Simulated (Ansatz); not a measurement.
# How Mo(110) screens a field, part 2 of 2

Where does the screening charge of Mo(110) sit?

Ansatz 0.2.0; plane-wave DFT, PBE, Ansatz PAW.

So far. Step 7 (Atoms held, field 0.2 V/Å): The dipole is 0.101 e·Å. Step 8 (Single point, field -0.2 V/Å): The dipole is -0.101 e·Å.

### Step 9. Single point, field 0.4 V/Å

The input, input.yaml:

```yaml
crystal:
  lattice:
    - [2.2273863607, -1.575, 0.0]
    - [2.2273863607, 1.575, 0.0]
    - [0.0, 0.0, 26.909545443]
  atoms:
    - { symbol: Mo, position: [0.0, 0.0, 0.33445381] }
    - { symbol: Mo, position: [0.5, 0.5, 0.417226905] }
    - { symbol: Mo, position: [0.0, 0.0, 0.5] }
    - { symbol: Mo, position: [0.5, 0.5, 0.582773095] }
    - { symbol: Mo, position: [0.0, 0.0, 0.66554619] }
kpoints:
  mp_grid: { grid: [20, 20, 1] }
hamiltonian:
  xc: pbe
scf:
  occupations: { method: fermi_dirac, width: 0.1 }
  convergence: { dr2_threshold: 1.0e-10 }
efield:
  axis: 3
  dipole_correction: true
  ramp_position: 0.97
  ramp_width: 0.06
  amplitude: 0.4
output:
  forces: true
  write_potential: true
  write_density: true
  volumetric_format: npy
  elf: true
```

Run with:

```sh
ansatz run input.yaml --threads 2 --pin off --max-ram 3072MiB --backend cpu --events-out ev --progress --plain --runs-dir out
```

The program printed:

```text
[...]
Crystal: 5 atoms, lattice volume = 188.805 Å³
Basis set: ecut = 420 eV, 3751 PW (Γ), exchange–correlation on 40×40×360 points (8 copies of the dense FFT grid, shifted against one another)
Bands: 42, of which v1, the nominal top of the filled ones, is band 35 counted from 1 (34 counted from 0)
Symmetry: 4 space group operations
k-points: 111 of 400
[...]
k-point 0: bands = [... 31 lower, 4.6298, 4.7143, 5.0376, 5.2755, 6.0076, 6.4124, 7.1832, 7.3438, ... 10 higher]
  k-point 1: bands = [... 31 lower, 4.5854, 4.7512, 5.0662, 5.2122, 6.0739, 6.2839, 6.9806, 7.1762, ... 10 higher]
  k-point 2: bands = [... 31 lower, 4.5178, 4.8339, 4.9346, 5.3416, 5.8522, 6.3834, 6.4523, 7.0454, ... 10 higher]
  k-point 110: bands = [... 31 lower, 5.6583, 6.6362, 6.6490, 6.8634, 7.4096, 7.5040, 7.8522, 8.5911, ... 10 higher]
[key lines of the parts left out:]
SCF converged after 14 iterations
Free energy (F): -24777.691902 eV
Fermi energy:    6.084351 eV
Dipole field:    D = 0.193016 V/Å  (p = 0.201393 e·Å, saw-weighted, corrected)
```

Wall time 2.9 min (2 threads of Arm Neoverse N1, shared host); peak memory 0.87 GiB.

Running mean over 2.227 Å of the planar mean, with the applied field; the ramp of the sawtooth is left out. The electron's electrostatic potential energy less the Fermi level by z:

```
z (Å)  electron's electrostatic potential energy less the Fermi level (eV)
  3.5                                                                 3.29
  4.0                                                                 3.49
  4.5                                                                 3.68
  5.0                                                                 3.87
  5.5                                                                 4.03
  6.0                                                                 4.11
  6.5                                                                 3.95
  7.0                                                                 3.05
  7.5                                                               -0.186
  8.0                                                                -5.99
  8.5                                                                -10.8
  9.0                                                                -12.4
  9.5                                                                -12.6
 10.0                                                                -12.7
 10.5                                                                -12.8
 11.0                                                                -12.9
 11.5                                                                -12.9
 12.0                                                                -12.9
 12.5                                                                -12.9
 13.0                                                                -12.9
 13.5                                                                -12.9
 14.0                                                                -12.9
 14.5                                                                -12.9
 15.0                                                                -12.9
 15.5                                                                -12.9
 16.0                                                                -12.8
 16.5                                                                -12.8
 17.0                                                                -12.7
 17.5                                                                -12.6
 18.0                                                                -12.3
 18.5                                                                -10.2
 19.0                                                                -4.88
 19.5                                                                0.749
 20.0                                                                 3.62
 20.5                                                                 4.58
 21.0                                                                 5.01
 21.5                                                                 5.27
 22.0                                                                 5.49
 22.5                                                                 5.69
 23.0                                                                 5.90
 23.5                                                                 6.10
```

The dipole is 0.201 e·Å.

### Step 10. The response

This step: plane-wave DFT, PBE, Ansatz PAW; screening of a field by a metal slab (Ansatz 0.2.0).

The dipoles give the slope, and the difference of two potentials shows where the field is screened.

Numbers from this step:

```
equivalent conductor thickness p/(ε₀AE)      : 12.97 Å
distance between the outer atoms             : 8.910 Å
inner field over outer field                 : -0.003441
image plane, upper face                      : 2.009 Å
induced electrons on the upper face over ε₀E : -1.003
image plane, lower face                      : 2.009 Å
induced electrons on the lower face over ε₀E : 1.003
```

Table of dipole of the cell by applied field:

```
applied field (V/Å)  dipole of the cell (e·Å)
             -0.200                    -0.101
             -0.100                   -0.0503
             -0.050                   -0.0252
              0.000                         0
              0.050                    0.0252
              0.100                    0.0503
              0.200                     0.101
              0.400                     0.201
```

Local field over the applied field, running mean. From the potentials at -0.05 and 0.05 V/Å; running mean over 2.227 Å. Local field over applied field against z:

```
z (Å)  local field over applied field
  4.5                           0.990
  5.0                           0.974
  5.5                           0.940
  6.0                           0.867
  6.5                           0.731
  7.0                           0.528
  7.5                           0.308
  8.0                           0.132
  8.5                          0.0153
  9.0                         -0.0263
  9.5                         -0.0113
 10.0                          4.1e-4
 10.5                         0.00219
 11.0                         0.00140
 11.5                          4.6e-5
 12.0                        -0.00132
 12.5                        -0.00184
 13.0                        -0.00402
 13.5                        -0.00511
 14.0                        -0.00359
 14.5                        -0.00161
 15.0                        -0.00118
 15.5                          3.5e-4
 16.0                         0.00159
 16.5                         0.00204
 17.0                         -2.3e-4
 17.5                         -0.0155
 18.0                         -0.0240
 18.5                          0.0312
 19.0                           0.160
 19.5                           0.345
 20.0                           0.568
 20.5                           0.761
 21.0                           0.884
 21.5                           0.948
 22.0                           0.978
 22.5                           0.991
```

Electrons, planar mean, per unit field. The induced electron density by z:

```
z (Å)  induced electron density (e/Å³ per V/Å)
  4.5                                   5.8e-5
  5.0                                   1.5e-4
  5.5                                   3.4e-4
  6.0                                   7.8e-4
  6.5                                  0.00164
  7.0                                  0.00297
  7.5                                  0.00392
  8.0                                  0.00255
  8.5                                 -0.00132
  9.0                                  -3.6e-5
  9.5                                  -1.3e-4
 10.0                                   3.8e-5
 10.5                                   3.5e-5
 11.0                                   1.4e-5
 11.5                                  -8.4e-5
 12.0                                   7.4e-5
 12.5                                   6.4e-5
 13.0                                  -4.9e-5
 13.5                                   3.0e-6
 14.0                                   3.1e-5
 14.5                                  -7.3e-5
 15.0                                  -7.1e-5
 15.5                                   1.1e-4
 16.0                                  -6.1e-5
 16.5                                  -2.4e-5
 17.0                                  -6.9e-5
 17.5                                   2.7e-4
 18.0                                   2.3e-4
 18.5                                   8.0e-4
 19.0                                 -0.00310
 19.5                                 -0.00384
 20.0                                 -0.00271
 20.5                                 -0.00144
 21.0                                  -6.7e-4
 21.5                                  -3.0e-4
 22.0                                  -1.2e-4
 22.5                                  -4.9e-5
```

By hand: between -0.05 and 0.05 V/Å the dipole changes by 0.05030 e·Å, a slope of 0.5030 e·Å²/V. A perfect conductor of thickness t has p = ε₀AEt, so t = 180.95 × 0.5030 / 7.016 = 12.97 Å (e/ε₀ = 180.95 V·Å, A in Å²). Less the 8.91 Å between the outer atoms, and halved, that puts each image plane 2.03 Å out.

The induced dipole is that of a conductor 12.97 Å thick.

### Step 11. A changed input: basis.ecutrho_ratio = 12

This step: plane-wave DFT, PBE, Ansatz PAW (Ansatz 0.2.0).

A run with a changed input: it repeats the earlier run at 0.05 V/Å with basis.ecutrho_ratio to 12; its output block differs too.

Changes to input.yaml since step 9:

```diff
@@ -23,3 +23,3 @@
   ramp_width: 0.06
-  amplitude: 0.4
+  amplitude: 0.05
 output:
@@ -29,2 +29,3 @@
   volumetric_format: npy
-  elf: true
+basis:
+  ecutrho_ratio: 12
```

The program printed:

```text
[...]
Crystal: 5 atoms, lattice volume = 188.805 Å³
Basis set: ecut = 420 eV, 3751 PW (Γ), exchange–correlation on 64×64×640 points (8 copies of the dense FFT grid, shifted against one another)
Bands: 42, of which v1, the nominal top of the filled ones, is band 35 counted from 1 (34 counted from 0)
Symmetry: 4 space group operations
k-points: 111 of 400
[...]
SCF iter   1: F=—  HF=-24781.409272 eV  |F-HF|=—  |Δ(HF+E_count)|=         —  Δρ=6.81e-2  dr2=2.63e1  ethr=3.10e-3  p=0.024 e·Å  D=2.30e-2 V/Å  ΔV_dip=-0.62 eV  dr2_dipole=5.95e-4  V_vac-E_F(+/−)=6.46/5.84 eV  ⟨swp⟩=9.2  Hψ=49298  notcnv=0  defer=19
[...]
SCF iter  14: F=-24777.652259 eV  HF=-24777.652259 eV  |F-HF|=3.27e-11  |Δ(HF+E_count)|=  1.31e-10  Δρ=6.14e-8  dr2=4.51e-12  ethr=1.00e-12  p=0.025 e·Å  D=2.41e-2 V/Å  ΔV_dip=-0.65 eV  dr2_dipole=7.38e-15  V_vac-E_F(+/−)=4.93/4.35 eV  ⟨swp⟩=7.4  Hψ=25045  notcnv=0
SCF 1 converged in 14 iterations: F = -24777.652259 eV  dr2 = 4.51e-12
[...]
SCF converged after 14 iterations
Free energy (F): -24777.652259 eV
[...]
Internal energy: -24777.500934 eV  (E = F + TS)
E sigma→0 (E₀):  -24777.576597 eV
Entropy (-TS):   -0.151325 eV (-30.265 meV/atom)
Fermi energy:    6.094860 eV
Dipole field:    D = 0.024106 V/Å  (p = 0.025152 e·Å, saw-weighted, corrected)
Work function:   not extracted (applied field tilts the vacuum); planar V_es + V_field profile in the machine report
[...]
--- Forces (eV/Å), atoms counted from 1 ---
  atom   1  Mo     0.00000000     0.00000000     0.52053399
  atom   2  Mo     0.00000000     0.00000000    -0.64013860
  atom   3  Mo     0.00000000     0.00000000    -0.00076133
  atom   4  Mo     0.00000000     0.00000000     0.64522057
  atom   5  Mo     0.00000000     0.00000000    -0.52485467
  max |Σ_I F_I| component: 3.81e-8 eV/Å
--- Band table (eV; the first three rows and the last of 111) ---
  k-point 0: bands = [... 31 lower, 4.6394, 4.7252, 5.0480, 5.2869, 6.0181, 6.4257, 7.1930, 7.3555, ... 10 higher]
  k-point 1: bands = [... 31 lower, 4.5960, 4.7623, 5.0767, 5.2237, 6.0845, 6.2971, 6.9895, 7.1867, ... 10 higher]
  k-point 2: bands = [... 31 lower, 4.5286, 4.8453, 4.9447, 5.3533, 5.8635, 6.4121, 6.4439, 7.0558, ... 10 higher]
  k-point 110: bands = [... 31 lower, 5.6689, 6.6467, 6.6593, 6.8737, 7.4201, 7.5145, 7.8624, 8.6013, ... 10 higher]
```

Run time: 3 min. Hardware: 2 threads; peak memory 1.1 GiB; 5.9 min of CPU time.

Read from the output:

| Item | Value |
| --- | --- |
| energy at zero smearing | -24777.5766 eV |
| dipole along the normal | 0.02515 e·Å |

Force by atom:

```
atom  x (eV/Å)  y (eV/Å)  z (eV/Å)   size
 Mo1     0.000     0.000     0.521  0.521
 Mo2     0.000     0.000    -0.640  0.640
 Mo3     0.000     0.000    -0.001  0.001
 Mo4     0.000     0.000     0.645  0.645
 Mo5     0.000     0.000    -0.525  0.525
```

```
                     quantity  this run  earlier run  difference
dipole along the normal (e·Å)   0.02515      0.02515     -3.8e-8
```

The dipole moves by under 0.5 % or 5e-5 e·Å.

### Step 12. Summary of results

- work function: 4.65 eV
- image plane, upper face: 2.01 Å
- induced electrons on the upper face over ε₀E: -1.00
- equivalent conductor thickness p/(ε₀AE): 13.0 Å
- inner field over outer field: -0.00344

What this shows: The induced charge has its centre 2.01 Å outside the outermost atoms; this is the plane from which a capacitor's gap or an image potential counts. The equivalent conductor thickness exceeds the distance between the outer atoms by 4.06 Å, about the sum of the two image-plane distances. In the middle of the slab the field is screened to under 0.5 % of its outer value. The atoms are held at bulk positions with the tabulated experimental lattice constant.

[Long decimals in the printed logs are rounded to 6 places.]

[Logs are printed without paths, hosts, clocks, repeated set-up lines and the standing remarks that a program may print on its own settings, such as how far it seeks lower states.]

[Hosts, paths, dates, database ids (printed as entryN), source tags and the programs' standing remarks are cut or masked in the printed files.]

[Maps of the electrostatic potential energy from Ansatz leave out the sawtooth potential of an applied field or a dipole correction, so their vacuum need not be flat; planar profiles and work functions include it.]
